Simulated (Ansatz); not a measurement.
# Al wire along [100], 16 atoms a period: bands along the axis, part 2 of 2

What gap, if any, does the Al wire along [100], 16 atoms a period have, and how many channels would it open?

Ansatz 0.2.0; DFT PBE, plane waves, PAW; relaxation of a wire's period; PAW set soft_1 (the session's first sound run).

So far: The starting structure; The relaxed wire.

## Step 2: The relaxed wire (continued)

The steps of the relaxation:

```tsv
step	energy less that of the first step (eV)	largest force component (eV/Å)	pressure (GPa)	volume (Å³)
1	0.0000	0.2105	-1.21	668.13
2	-0.5157	0.1143	-0.19	635.42
3	-0.8424	0.0694	-0.05	602.87
4	-0.8172	0.0970	-0.21	572.15
5	-0.8405	0.0332	-0.13	587.51
6	-0.8598	0.0149	-0.12	596.07
7	-0.8612	0.0052	-0.17	597.85
8*	-0.8589	0.0051	-0.18	597.85
```

Relaxation steps marked * repeat the geometry before them on a plane-wave basis chosen anew for their cell, so energy and pressure can jump there. Relaxation steps 4, 5 were tried and not accepted.

Forces are held to the 16 operations that the run works with; a distortion that breaks them can't arise in this run.

```tsv
cell as run	before	after	change
c (Å)	4.040	3.615	-10.5 %
```

The atoms that moved most (Å, along periodic axes as changes of fractional coordinates times the final cell, across vacuum about the mean position):

```tsv
atom	dx	dy	dz	length
Al4	-0.028	0.199	0.000	0.201
Al7	0.199	-0.028	0.000	0.201
Al14	0.028	0.199	0.000	0.201
Al16	0.199	0.028	0.000	0.201
Al11	-0.028	-0.199	0.000	0.201
Al9	-0.199	-0.028	0.000	0.201
Al5	0.028	-0.199	0.000	0.201
Al2	-0.199	0.028	0.000	0.201
```

Final coordinates:

```cif
data_structure
_symmetry_space_group_name_H-M 'P 1'
_symmetry_Int_Tables_number 1
_cell_length_a 12.8600
_cell_length_b 12.8600
_cell_length_c 3.6150
_cell_angle_alpha 90.000
_cell_angle_beta 90.000
_cell_angle_gamma 90.000
_cell_volume 597.85
loop_
_atom_site_label
_atom_site_type_symbol
_atom_site_fract_x
_atom_site_fract_y
_atom_site_fract_z
_atom_site_occupancy
Al1 Al 0.25937 0.25937 0.00000 1
Al2 Al 0.24889 0.58071 0.00000 1
Al3 Al 0.41780 0.41780 0.00000 1
Al4 Al 0.41929 0.75111 0.00000 1
Al5 Al 0.58071 0.24889 0.00000 1
Al6 Al 0.58220 0.58220 0.00000 1
Al7 Al 0.75111 0.41929 0.00000 1
Al8 Al 0.74063 0.74063 0.00000 1
Al9 Al 0.24889 0.41929 0.50000 1
Al10 Al 0.25937 0.74063 0.50000 1
Al11 Al 0.41929 0.24889 0.50000 1
Al12 Al 0.41780 0.58220 0.50000 1
Al13 Al 0.58220 0.41780 0.50000 1
Al14 Al 0.58071 0.75111 0.50000 1
Al15 Al 0.74063 0.25937 0.50000 1
Al16 Al 0.75111 0.58071 0.50000 1
```

Numbers from this step:

- energy at zero smearing: -8592.6729 eV
- cell length along the wire: 3.615 Å

The cell's length comes to 3.615 Å with spin left out.

## Step 3: Bands of the perfect wire

This step: DFT PBE, plane waves, PAW; bands of a perfect wire; PAW set soft_1 (Ansatz 0.2.0).

At the relaxed period the bands are computed along the axis; those that cross an energy going forward count the channels that a perfect wire would open there.

The input, input.yaml:

```yaml
crystal:
  lattice:
    - [12.86, 0.0, 0.0]
    - [0.0, 12.86, 0.0]
    - [0.0, 0.0, 3.6150418233]
  atoms:
    - { symbol: Al, position: [0.259365159, 0.259365159, 0.0] }
    - { symbol: Al, position: [0.248894426, 0.58071272, 0.0] }
    - { symbol: Al, position: [0.417796847, 0.417796847, 0.0] }
    - { symbol: Al, position: [0.41928728, 0.751105574, 0.0] }
    - { symbol: Al, position: [0.58071272, 0.248894426, 0.0] }
    - { symbol: Al, position: [0.582203153, 0.582203153, 0.0] }
    - { symbol: Al, position: [0.751105574, 0.41928728, 0.0] }
    - { symbol: Al, position: [0.740634841, 0.740634841, 0.0] }
    - { symbol: Al, position: [0.248894426, 0.41928728, 0.5] }
    - { symbol: Al, position: [0.259365159, 0.740634841, 0.5] }
    - { symbol: Al, position: [0.41928728, 0.248894426, 0.5] }
    - { symbol: Al, position: [0.417796847, 0.582203153, 0.5] }
    - { symbol: Al, position: [0.582203153, 0.417796847, 0.5] }
    - { symbol: Al, position: [0.58071272, 0.751105574, 0.5] }
    - { symbol: Al, position: [0.740634841, 0.259365159, 0.5] }
    - { symbol: Al, position: [0.751105574, 0.58071272, 0.5] }
kpoints:
  mp_grid: { grid: [1, 1, 23] }
  band_path: { path: ["Γ", Z], npoints: 90 }
scf:
  occupations: { method: fermi_dirac, width: 0.05 }
hamiltonian:
  xc: pbe
  pseudopotentials: { kind: paw, azcp: { folder: soft_1 } }
output:
  dos: { e_range: [-5, 4] }
  write_potential: true
  write_density: true
  volumetric_format: npy
```

On the command line:

```sh
ansatz run input.yaml --threads 8 --pin off --max-ram 16384MiB --backend cpu --events-out ev --progress --plain --runs-dir out
```

Numbers of over 12 decimals in the logs are rounded to 6 here.

What it wrote:

```text
[...]
Crystal: 16 atoms, lattice volume = 597.854 Å³
Basis set: ecut = 420 eV, 11645 PW (Γ)
Bands: 40, of which v1, the nominal top of the filled ones, is band 24 counted from 1 (23 counted from 0)
Symmetry: 16 space group operations
[...]
k-points: 12 of 23
[...]
SCF iter   1: F=—  HF=-8596.308498 eV  |F-HF|=—  |Δ(HF+E_count)|=         —  Δρ=2.08e-2  dr2=2.54e1  ethr=3.10e-3  ⟨swp⟩=9.4  Hψ=2833  notcnv=0  defer=9
[...]
SCF iter   8: F=-8592.678413 eV  HF=-8592.678413 eV  |F-HF|=8.86e-9  |Δ(HF+E_count)|=   2.19e-7  Δρ=1.36e-6  dr2=1.40e-8  ethr=2.08e-10  ⟨swp⟩=18.8  Hψ=2569  notcnv=0
SCF 1 converged in 8 iterations: F = -8592.678413 eV  dr2 = 1.40e-8
[...]
NSCF: frozen V_eff on 91 k-points
WARN: The output density's exchange-correlation potential varies sharply where the density is thin. Do not read a vacuum level from v_tot or v_xc, or from such a field of the output density. On a cell that repeats whose density bears no net charge and no dipole along the vacuum's axis use v_es (v_loc + v_h of the components); under efield.dipole_correction with no amplitude use v_es + v_field, which holds any externa [...]
SCF converged after 8 iterations
Free energy (F): -8592.678413 eV
[...]
Internal energy: -8592.637703 eV  (E = F + TS)
E sigma→0 (E₀):  -8592.658058 eV
Entropy (-TS):   -0.040709 eV (-2.544 meV/atom)
Fermi energy:    1.230221 eV
[...]
--- Band table (eV; the first three rows and the last of 12) ---
  k-point 0: bands = [... 20 lower, 1.8777, 1.9149, 2.0771, 2.0771, 2.4562, 2.5533, 2.5533, 2.8807, ... 12 higher]
  k-point 1: bands = [... 20 lower, 1.7311, 1.7311, 1.8968, 1.9271, 2.4957, 2.5779, 2.5779, 2.8596, ... 12 higher]
  k-point 2: bands = [... 20 lower, 1.0514, 1.0514, 1.9204, 1.9544, 2.2668, 2.4540, 2.6356, 2.6356, ... 12 higher]
  k-point 11: bands = [... 20 lower, -0.2771, 0.0343, 0.3653, 0.7704, 0.8016, 1.0479, 1.4654, 1.4979, ... 12 higher]
```

Run time: 11 s. Hardware: 8 threads of AMD EPYC 7B13 (Zen 3), shared host; peak memory 2 GiB; 80 s of CPU time.

The column dr2 measures how far the density is from self-consistency, as an energy; F and HF (Harris–Foulkes) agree once it is small.

This step gave:

| Quantity | Value |
| --- | --- |
| energy at zero smearing | -8592.6581 eV |
| band gap | 0 eV |

Electronic bands along the path, in eV, zero at the Fermi level:

```tsv
point	band 22	band 23	band 24	band 25	band 26	band 27	band 28	band 29
Γ	0.68	0.85	0.85	1.23	1.32	1.32	1.65	1.94
halfway	-0.72	-0.72	-0.41	-0.41	0.22	0.22	1.25	1.26
Z	-1.36	-0.65	-0.65	-0.33	-0.33	0.40	0.40	0.48
```

Between Γ and Z the bands cross the Fermi level 10 times, so a perfect wire would conduct at least 10 G₀, with spin left out.

## Step 4: Outcome

* cell length, PBE: 3.615 Å
* ballistic conductance by band crossings, a lower bound, PBE: 10 G₀

**Reading.** Under PBE the cell's length is 3.62 Å, and the bands cross the Fermi level 10 times between Γ and Z, which gives a perfect wire at least 10 G₀ (opposite crossings within one step of the path cancel in such a count).

[Logs are printed without paths, hosts, clocks, repeated set-up lines and the standing remarks that a program may print on its own settings, such as how far it seeks lower states.]

[Hosts, paths, dates, database ids (printed as entryN), source tags and the programs' standing remarks are cut or masked in the printed files.]
